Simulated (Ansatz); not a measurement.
Planning a run of Ansatz 0.2.0 on Ge2Sb2Te5 (C2/m). The input:

```yaml
crystal:
  lattice:
    - [4.4658270018, 0.0, 0.0]
    - [-2.2329135009, 3.7187688774, 0.0]
    - [0.0, 0.0, 17.101346]
  atoms:
    - { symbol: Ge, position: [0.3333333333, 0.6666666667, 0.8998167825] }
    - { symbol: Ge, position: [0.6666666667, 0.3333333333, 0.1001832175] }
    - { symbol: Sb, position: [0.0, 0.0, 0.6846797893] }
    - { symbol: Sb, position: [0.0, 0.0, 0.3153202107] }
    - { symbol: Te, position: [0.0, 0.0, 0.0] }
    - { symbol: Te, position: [0.6666666667, 0.3333333333, 0.8026262036] }
    - { symbol: Te, position: [0.3333333333, 0.6666666667, 0.1973737964] }
    - { symbol: Te, position: [0.3333333333, 0.6666666667, 0.5850722908] }
    - { symbol: Te, position: [0.6666666667, 0.3333333333, 0.4149277092] }
kpoints:
  mp_grid: { grid: [6, 6, 2] }
hamiltonian:
  xc: pbe
  pseudopotentials: { kind: paw, azcp: { folder: soft_1 } }
scf:
  occupations: { method: fermi_dirac, width: 0.02 }
relax:
  f_tol: 0.01
output:
  write_density: true
  write_potential: true
  elf: true
  volumetric_format: npy
```

```sh
ansatz run input.yaml --threads 2 --pin off --max-ram 92160MiB --backend cuda --events-out ev --progress --plain --runs-dir out --devices 1 --max-vram 13GiB
```

Q: Estimate wall time and host memory on 1 × NVIDIA H100 80GB HBM3 (shared by 6 runs) with 2 threads of AMD EPYC 7R13 (Zen 3), shared host.

It took 18 s; on shared hardware allow 8.8 s to 35 s. Peak host memory was 1.2 GiB. The sizes that set the cost: 5575 plane waves a state, 26 irreducible k points and 25 SCF cycles.

[Paths, hosts, dates, memory and timing lines, banners, echoed tables and standing remarks are left out of the program output.]

[Logs are printed without paths, hosts, clocks, repeated set-up lines and the standing remarks that a program may print on its own settings, such as how far it seeks lower states.]

[Runs of the session that timed out or met a known fault of the program may be left out.]

[Cells called generated may have been cut or substituted from an entry of the Crystallography Open Database or the Materials Project.]

[Hosts, paths, dates, database ids (printed as entryN), source tags and the programs' standing remarks are cut or masked in the printed files.]
